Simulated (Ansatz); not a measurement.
**Resistivity from frozen vibrations: Os(0001) with 2 thermally displaced layers, 2x2**

Aim: the resistivity of Os at 273 K from frozen thermal displacements between perfect leads. The measured value for the pure metal at this temperature is 8.1 µΩ cm (CRC Handbook of Chemistry and Physics, 84th ed., 2003, Electrical Resistivity of Pure Metals).

Program: Ansatz 0.2.0. Level of theory: Ansatz plane-wave DFT, PBE, PAW files; ballistic transport by layer matching (Landauer), zero bias; PAW set soft_1. Results are calculated unless marked as measured.

## Step 1: Set-up

The cell holds 48 atoms: 48 Os. Cell: a = 5.468 Å, b = 5.468 Å, c = 25.918 Å, α = 90.0°, β = 90.0°, γ = 120.0°. It derives from Os. Regions: lead, 40 atoms (40 Os); scattering region, 8 atoms (8 Os). The structure is stacked along c, and the current runs across the ab planes.

## Step 2: With 2 displaced layers

Each atom of 2 layers is moved at random, by amounts drawn from a normal law 0.0302 Å wide in each direction from the Debye model (500 K) at 273 K. The layers about the cell's end stay perfect and serve as the lead. Disorder leaves little or no symmetry, which makes such runs dear. Energies from -0.05 to 0.05 eV in steps of 0.05 eV are too few for the program's thermal sum, so it prints no conductance; for a metal the transmission near the Fermi level serves, at a fraction of the cost.

Contents of input.yaml:

```yaml
crystal:
  lattice:
    - [5.4682, 0.0, 0.0]
    - [-2.7341, 4.735600113, 0.0]
    - [0.0, 0.0, 25.9182]
  atoms:
    - { symbol: Os, position: [0.1666666667, 0.3333333333, 0.0416666667] }
    - { symbol: Os, position: [0.1666666667, 0.8333333333, 0.0416666667] }
    - { symbol: Os, position: [0.6666666667, 0.3333333333, 0.0416666667] }
    - { symbol: Os, position: [0.6666666667, 0.8333333333, 0.0416666667] }
    - { symbol: Os, position: [0.3333333333, 0.1666666667, 0.125] }
    - { symbol: Os, position: [0.3333333333, 0.6666666667, 0.125] }
    - { symbol: Os, position: [0.8333333333, 0.1666666667, 0.125] }
    - { symbol: Os, position: [0.8333333333, 0.6666666667, 0.125] }
    - { symbol: Os, position: [0.1666666667, 0.3333333333, 0.2083333333] }
    - { symbol: Os, position: [0.1666666667, 0.8333333333, 0.2083333333] }
    - { symbol: Os, position: [0.6666666667, 0.3333333333, 0.2083333333] }
    - { symbol: Os, position: [0.6666666667, 0.8333333333, 0.2083333333] }
    - { symbol: Os, position: [0.3333333333, 0.1666666667, 0.2916666667] }
    - { symbol: Os, position: [0.3333333333, 0.6666666667, 0.2916666667] }
    - { symbol: Os, position: [0.8333333333, 0.1666666667, 0.2916666667] }
    - { symbol: Os, position: [0.8333333333, 0.6666666667, 0.2916666667] }
    - { symbol: Os, position: [0.1666666667, 0.3333333333, 0.375] }
    - { symbol: Os, position: [0.1666666667, 0.8333333333, 0.375] }
    - { symbol: Os, position: [0.6666666667, 0.3333333333, 0.375] }
    - { symbol: Os, position: [0.6666666667, 0.8333333333, 0.375] }
    - { symbol: Os, position: [0.3336062965, 0.1658248006, 0.459079028] }
    - { symbol: Os, position: [0.3322054368, 0.6632530009, 0.458754367] }
    - { symbol: Os, position: [0.8435477534, 0.1727021393, 0.4575139188] }
    - { symbol: Os, position: [0.8243635882, 0.662694719, 0.4583814524] }
    - { symbol: Os, position: [0.1531378388, 0.3319390374, 0.5402159541] }
    - { symbol: Os, position: [0.1608911327, 0.8298649285, 0.5412983734] }
    - { symbol: Os, position: [0.6722602443, 0.3399769691, 0.5415170036] }
    - { symbol: Os, position: [0.6720885351, 0.8290942404, 0.5420759576] }
    - { symbol: Os, position: [0.3333333333, 0.1666666667, 0.625] }
    - { symbol: Os, position: [0.3333333333, 0.6666666667, 0.625] }
    - { symbol: Os, position: [0.8333333333, 0.1666666667, 0.625] }
    - { symbol: Os, position: [0.8333333333, 0.6666666667, 0.625] }
    - { symbol: Os, position: [0.1666666667, 0.3333333333, 0.7083333333] }
    - { symbol: Os, position: [0.1666666667, 0.8333333333, 0.7083333333] }
    - { symbol: Os, position: [0.6666666667, 0.3333333333, 0.7083333333] }
    - { symbol: Os, position: [0.6666666667, 0.8333333333, 0.7083333333] }
    - { symbol: Os, position: [0.3333333333, 0.1666666667, 0.7916666667] }
    - { symbol: Os, position: [0.3333333333, 0.6666666667, 0.7916666667] }
    - { symbol: Os, position: [0.8333333333, 0.1666666667, 0.7916666667] }
    - { symbol: Os, position: [0.8333333333, 0.6666666667, 0.7916666667] }
    - { symbol: Os, position: [0.1666666667, 0.3333333333, 0.875] }
    - { symbol: Os, position: [0.1666666667, 0.8333333333, 0.875] }
    - { symbol: Os, position: [0.6666666667, 0.3333333333, 0.875] }
    - { symbol: Os, position: [0.6666666667, 0.8333333333, 0.875] }
    - { symbol: Os, position: [0.3333333333, 0.1666666667, 0.9583333333] }
    - { symbol: Os, position: [0.3333333333, 0.6666666667, 0.9583333333] }
    - { symbol: Os, position: [0.8333333333, 0.1666666667, 0.9583333333] }
    - { symbol: Os, position: [0.8333333333, 0.6666666667, 0.9583333333] }
kpoints:
  mp_grid: { grid: [5, 5, 1] }
hamiltonian:
  xc: pbe
  pseudopotentials: { kind: paw, azcp: { folder: soft_1 } }
scf:
  occupations: { method: fermi_dirac, width: 0.1 }
output:
  transmission:
    leads: [[0, 8]]
    kmesh: [10, 10]
    e_range: [-0.05, 0.05]
    de: 0.05
  write_potential: true
  write_density: true
  volumetric_format: npy
  elf: true
```

The run is started by

```
ansatz run input.yaml --threads 4 --pin off --max-ram 15360MiB --backend cpu --events-out ev --progress --plain --runs-dir out
```

Numbers of over 12 decimals in the logs are rounded to 6 here.

Log:

```text
Engine: ansatz 0.2.0, x86_64-unknown-linux-gnu
Pseudopotentials: kind: paw
Pseudopotential: Os, paw, valence charge 16, recommended cutoff 420 eV (normal), soft_1/Os.paw.azcp
Functional definition: PBE
  parameter kappa = 0.804
  parameter beta = 0.066725
  exchange = pbe_x(kappa = kappa, mu = beta*pi^2/3)
  correlation = pbe_c(beta = beta)
Crystal: 48 atoms, lattice volume = 671.157 Å³
Basis set: ecut = 420 eV, 13017 PW (Γ)
Bands: 461, of which v1, the nominal top of the filled ones, is band 384 counted from 1 (383 counted from 0)
Symmetry: 1 space group operations
Space group: P1 (ITA 1), of the structure as read, at distance tolerance 8.8e-5 Å
k-points: 13 of 25 (time reversal used)
Non-local potential: Os, projectors of the file, l = 0: 3, l = 1: 2, l = 2: 2, l = 3: 1
PAW form: soft (Blöchl's): semilocal exchange-correlation on the pseudo side does not see the compensation charge
PAW one-centre angular grid: Os, 590 points (default); XC on 64 Gauss nodes
Initial density: superposition of atomic densities (chi_scale 0.1, normalization cell)
Initial wavefunctions: pseudopotential atomic-orbital guess
Functional: x = pbe(κ = 0.804, μ = 0.219515), c = pbe(β = 0.066725)
SCF iter   1: F=—  HF=-546530.876073 eV  |F-HF|=—  |Δ(HF+E_count)|=         —  Δρ=6.01e-2  dr2=2.06e1  ethr=3.10e-3  ⟨swp⟩=5.5  Hψ=19807  notcnv=0  defer=21
preconditioner: auto → Kerker (q_TF=auto, 2.790 Å⁻¹)  [metal: Δε(μ)=0.089 eV  Ē_g=6.264 eV  σ=0.100 eV  W_gap=0.21  n_scr=268 (ndim 8)  ℏωp=28.1 eV  f_vac=0.000  D(μ)=31.07/eV (n_scr^D=292)]
SCF iter   2: F=—  HF=-546525.417474 eV  |F-HF|=—  |Δ(HF+E_count)|=    5.46e0  Δρ=3.31e-2  dr2=5.84e0  ethr=2.69e-3  ⟨swp⟩=3.0  Hψ=10090  notcnv=0  defer=74
SCF iter   3: F=—  HF=-546523.676725 eV  |F-HF|=—  |Δ(HF+E_count)|=    1.74e0  Δρ=3.71e-3  dr2=3.53e-2  ethr=7.60e-4  ⟨swp⟩=2.0  Hψ=9230  notcnv=0  defer=74
SCF iter   4: F=—  HF=-546523.678491 eV  |F-HF|=—  |Δ(HF+E_count)|=   1.77e-3  Δρ=4.25e-4  dr2=8.86e-4  ethr=4.60e-6  ⟨swp⟩=2.4  Hψ=10883  notcnv=0  defer=62
SCF iter   5: F=—  HF=-546523.678559 eV  |F-HF|=—  |Δ(HF+E_count)|=   6.75e-5  Δρ=8.83e-5  dr2=3.77e-5  ethr=1.15e-7  ⟨swp⟩=2.4  Hψ=11397  notcnv=0  defer=62
SCF iter   6: F=—  HF=-546523.679777 eV  |F-HF|=—  |Δ(HF+E_count)|=   1.22e-3  Δρ=1.19e-5  dr2=1.38e-6  ethr=4.91e-9  ⟨swp⟩=2.0  Hψ=8425  notcnv=0  defer=62
SCF iter   7: F=-546523.679776 eV  HF=-546523.679776 eV  |F-HF|=5.31e-8  |Δ(HF+E_count)|=   1.76e-7  Δρ=1.83e-6  dr2=6.70e-8  ethr=1.30e-11  ⟨swp⟩=7.2  Hψ=15358  notcnv=0
SCF 1 converged in 7 iterations: F = -546523.679776 eV  dr2 = 6.70e-8
  greatest PAW one-centre occupation: 1.000 electrons in one spin orbital (limit 2), on the Os atom at site 24 (counted from 0), in its partial waves of l = 0
transmission: 251 of 2496 steps passed
transmission: 500 of 2496 steps passed
[...]
transmission: 2496 of 2496 steps passed
SCF converged after 7 iterations
Free energy (F): -546523.679776 eV
Harris-Foulkes:  -546523.679776 eV  (|F-HF|=5.31e-8)
Internal energy: -546522.586566 eV  (E = F + TS)
E sigma→0 (E₀):  -546523.133171 eV
Entropy (-TS):   -1.093210 eV (-22.775 meV/atom)
Fermi energy:    26.053541 eV
--- Per-component energies (eV) ---
  E_band       = -3114.125891
  E_kinetic    = 23640.191299
  E_local      = -43729.059812  (includes V_loc(G=0)·N_el)
  E_nonlocal   = 9410.778555
  E_hartree    = 15694.085573
  E_xc         = -11239.642237
  E_vxc        = -11838.212413  (∫ρ·V_xc dr)
  E_paw        = -434264.031289  (= ΣΔE_a)
  E_vpaw       = -11986.015389  (= ΣTr[D̂ρ^β])
  E_aug_tail   = 0.021068  (compensation charges beyond the density's cutoff)
  E_ewald      = -106034.929723
  E_smearing   = -1.093210  (= −TS)
  E_closure    = 0.000000  (closes the sum)
  Σ components = -546523.679776   (vs F -546523.679776, Δ=0.00e0)
--- Band table (eV; the first three rows and the last of 13) ---
  k-point 0: bands = [... 380 lower, 26.7220, 26.7250, 26.7258, 26.7325, 26.7402, 26.9265, 26.9329, 26.9403, ... 73 higher]
  k-point 1: bands = [... 380 lower, 26.1745, 26.1919, 26.2092, 26.2213, 26.2377, 26.8679, 26.8789, 27.0900, ... 73 higher]
  k-point 2: bands = [... 380 lower, 25.6598, 25.7875, 25.7999, 25.8532, 25.9309, 25.9413, 26.0468, 26.1659, ... 73 higher]
  k-point 12: bands = [... 380 lower, 25.7936, 25.8630, 25.8823, 26.1144, 26.1319, 26.1626, 26.1719, 26.1760, ... 73 higher]
--- Transmission ---
  basis      : 223 plane waves across, 48 finite elements along
  points     : 52, standing for a mesh of 10 x 10
  energies   : 3 from -0.050000 to 0.050000 eV about the Fermi level, 0.050000 eV apart; the leads are filled to 0.000000 eV, and channels, transmission and decay are at 0.000000 eV
  crystal 0  : Os8, at the sites [0, 8], period 4.3197 Å, over 21.60 Å; its Hamiltonian steps by up to 1.4 meV
    offset         : up to 0.0000 Å between an atom of the period and one for which it stands
    channels       : 4.550000e0 a spin
    conductance    : none, the energies end too early or step too widely for 300 K: set another output.transmission.e_range or a lower de, or, where they end at an eighth of basis.ecutwfc, a higher one
  junction   : crystal 0 to crystal 0, 0.70 to 22.30 Å
    transmission   : 4.429881e0 a spin
    conductance    : none, the energies end too early or step too widely for 300 K: set another output.transmission.e_range or a lower de, or, where they end at an eighth of basis.ecutwfc, a higher one
```

Elapsed: 5.6 min, on 4 threads of AMD EPYC 9R14 (Zen 4), shared host; peak memory 6.6 GiB; 20 min of CPU time.

In the SCF lines HF is the Harris–Foulkes energy and dr2 the Hartree energy of the density residual, in eV; the loop may stop once dr2 is under the threshold and the program's other checks hold. Hψ counts applications of the Hamiltonian.

This step gave:

```yaml
free_energy: -546523.6798 eV
energy_at_zero_smearing: -546523.1332 eV
fermi_energy: 26.05 eV
cell_area: 25.90 Å²
transmission_per_spin_nearest_the_fermi_level: 4.430
open_channels_per_spin_nearest_the_fermi_level: 4.55
step_of_the_lead_s_potential: 1.4 meV
```

Per spin. The transmission, zone mean by energy, zero at the Fermi level:

```tsv
energy (eV)	transmission, zone mean
-0.0500	4.64
0.0000	4.43
0.0500	4.45
```

Per spin. The open channels, zone mean, lead by energy, zero at the Fermi level:

```tsv
energy (eV)	open channels, zone mean, lead
-0.0500	4.74
0.0000	4.55
0.0500	4.55
```

Transmission over k1 and k2. At 0.0000 eV from the Fermi level.

Ten even steps from '0' (2.0) to '9' (10.9):
```
2233322101
1333333100
1333333310
2333553332
4233595332
2233355333
1013333333
1001333333
2101223332
4211242112
```
Columns: k1 (b1) from -0.5 to 0.4; rows upwards: k2 (b2) from -0.5 to 0.4.

Open channels over k1 and k2. At 0.0000 eV from the Fermi level.

Ten even steps from '0' (2.0) to '9' (11.0):
```
2333332101
1333333100
1333333311
2333553332
4333595333
2233355333
1113333333
1001333333
2101233333
4211242112
```
Columns: k1 (b1) from -0.5 to 0.4; rows upwards: k2 (b2) from -0.5 to 0.4.

Valence density in the ca plane at fractional y = 0.166, with atoms of Os within 0.2 Å of it. It is the smooth field of the valence electrons, not physical close to the nuclei.

Values in e/Å³, 8 rows by 16 columns, each cell a mean:
```
0.5 0.5 3.9 2.4 0.4 0.5 2.8 3.9 0.5 0.5 1.3 4.7 0.8 0.5 0.6 4.5
0.4 0.5 5.5 3.4 0.4 0.4 3.6 5.0 0.5 0.4 1.8 6.6 1.0 0.4 0.7 6.4
1.0 0.6 1.2 0.8 0.8 0.8 0.8 1.0 0.5 0.9 0.6 1.4 0.5 1.0 0.5 1.4
1.3 0.6 0.5 0.5 1.0 0.9 0.4 0.5 0.6 1.1 0.4 0.6 0.4 1.3 0.5 0.6
0.5 0.5 3.9 2.4 0.4 0.4 2.4 3.9 0.5 0.4 1.3 4.7 0.8 0.5 0.6 4.5
0.4 0.5 5.5 3.4 0.4 0.4 3.4 5.4 0.5 0.3 1.7 6.6 1.0 0.4 0.7 6.4
1.0 0.6 1.2 0.8 0.8 0.7 0.8 1.2 0.6 0.8 0.5 1.4 0.5 1.0 0.5 1.4
1.3 0.6 0.5 0.5 1.0 0.9 0.5 0.6 0.7 1.3 0.4 0.6 0.4 1.3 0.5 0.6
```
Columns run along c (16.0 Å, from fractional 0.19 to 0.81 of the cell), rows up along a (5.5 Å). Atoms in or near the plane, at fractional coordinates: Os at (0.29, 0.33), Os at (0.29, 0.83), Os at (0.46, 0.33), Os at (0.46, 0.84), Os at (0.62, 0.33), Os at (0.62, 0.83), Os at (0.79, 0.33), Os at (0.79, 0.83).

ELF in the ca plane at fractional y = 0.166, with atoms of Os within 0.2 Å of it. It is the smooth field of the valence electrons, not physical close to the nuclei.

Values, 8 rows by 16 columns, each cell a mean:
```
0.31 0.33 0.50 0.42 0.32 0.33 0.44 0.49 0.33 0.31 0.37 0.54 0.35 0.30 0.34 0.53
0.32 0.33 0.52 0.45 0.33 0.33 0.46 0.51 0.32 0.32 0.39 0.55 0.35 0.32 0.34 0.55
0.33 0.32 0.36 0.34 0.32 0.32 0.34 0.35 0.31 0.32 0.33 0.38 0.32 0.34 0.32 0.38
0.36 0.31 0.33 0.33 0.33 0.32 0.32 0.32 0.30 0.34 0.31 0.33 0.31 0.37 0.30 0.33
0.31 0.33 0.50 0.42 0.32 0.33 0.43 0.50 0.33 0.31 0.38 0.54 0.35 0.30 0.34 0.53
0.32 0.33 0.52 0.45 0.33 0.33 0.45 0.52 0.33 0.33 0.39 0.55 0.35 0.32 0.34 0.55
0.33 0.32 0.36 0.34 0.33 0.32 0.34 0.37 0.32 0.32 0.32 0.38 0.32 0.34 0.32 0.38
0.36 0.31 0.33 0.33 0.33 0.33 0.33 0.34 0.32 0.36 0.31 0.33 0.30 0.37 0.30 0.33
```
Columns run along c (16.0 Å, from fractional 0.19 to 0.81 of the cell), rows up along a (5.5 Å). Atoms in or near the plane, at fractional coordinates: Os at (0.29, 0.33), Os at (0.29, 0.83), Os at (0.46, 0.33), Os at (0.46, 0.84), Os at (0.62, 0.33), Os at (0.62, 0.83), Os at (0.79, 0.33), Os at (0.79, 0.83).

Electrostatic potential energy in the ca plane at fractional y = 0.166, with atoms of Os within 0.2 Å of it. With pseudopotentials it is smooth inside the atoms' cores, unlike the true potential.

Ten even steps from '0' (-53 eV) to '9' (26 eV), each cell a mean:
```
98999853369998999742379988999743489998999633
99999620038999999510148999998400159999998300
99999610037999998500048999998400159999997200
99999731158999999631369999999521379999998411
87789975689987899976789987899865799987899865
76689999999975689999999976799999999865799999
76689999999975689999999976799999999865799999
88899975689987899975689988899865799987899865
99999731148999999721259999999521269999998411
99999610037999999510038999998400159999997200
99999720038999999610148999998410169999998300
98899853369998899853479998999743589988999633
86689988899976789988899976799987899876799988
75579999999975689999999865689999999865799999
86789988899986789987899876799988899876899988
```
Columns run along c (16.0 Å, from fractional 0.19 to 0.81 of the cell; values clipped at the 3rd and 97th percentile), rows up along a (5.5 Å). Atoms in or near the plane, at fractional coordinates: Os at (0.29, 0.33), Os at (0.29, 0.83), Os at (0.46, 0.33), Os at (0.46, 0.84), Os at (0.62, 0.33), Os at (0.62, 0.83), Os at (0.79, 0.33), Os at (0.79, 0.83).

Over the solved energies the transmission per spin lies between 4.43 and 4.64, out of 4.61 channels of the lead on average (up to 4.74).

(Continued in part 2 of 2.)

[Logs are printed without paths, hosts, clocks, repeated set-up lines and the standing remarks that a program may print on its own settings, such as how far it seeks lower states.]

[Hosts, paths, dates, database ids (printed as entryN), source tags and the programs' standing remarks are cut or masked in the printed files.]
